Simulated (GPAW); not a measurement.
Entries from a set of simulations; values are calculated unless marked as measured.

## How the form of the self-energy moves the gap of BiAs (buckled honeycomb monolayer)

The cell holds 2 atoms: 1 As and 1 Bi. Cell: a = 3.882 Å, b = 3.882 Å, c = 12.500 Å, α = 90.0°, β = 90.0°, γ = 120.0°. Vacuum lies along c.

| Property | Result |
| --- | --- |
| method | DFT, LDA, plane waves, PAW (and 3 further levels or steps) |
| program | GPAW 26.7.0 |
| settings | cutoff 450 eV, GPAW PAW setups 1.2.1 data release, 6×6×1 k-mesh, nbands 275 |
| notes | The structure was relaxed with LDA. Limits: no spin-orbit coupling. |
| one-shot HSE06 | 1.786 eV |
| G0W0, extrapolated in the cutoff | 2.212 eV |
| one-shot Hartree-Fock | 5.670 eV |
| known limits | short of the basis limit; no spin-orbit coupling |

G0W0, extrapolated in the cutoff: +0.425 eV against one-shot HSE06. One-shot Hartree-Fock: +3.884 eV against one-shot HSE06.

[Paths, hosts, dates, memory and timing lines, banners, echoed tables and standing remarks are left out of the program output; an Ansatz launch command may be rebuilt from the run's recorded settings. Measured values are a selection of at most five: reports struck by readers or far from the other reports are left out. None is set beside runs whose start may be inverted or whose files or cutoffs have a known fault.]

[Runs of the session that timed out or met a known fault of the program may be left out.]

[Hosts, paths, dates, database ids (printed as entryN), source tags and the programs' standing remarks are cut or masked in the printed files.]

[Where the starting crystal was built by hand or by swapping elements, it need not be the compound's stable phase.]
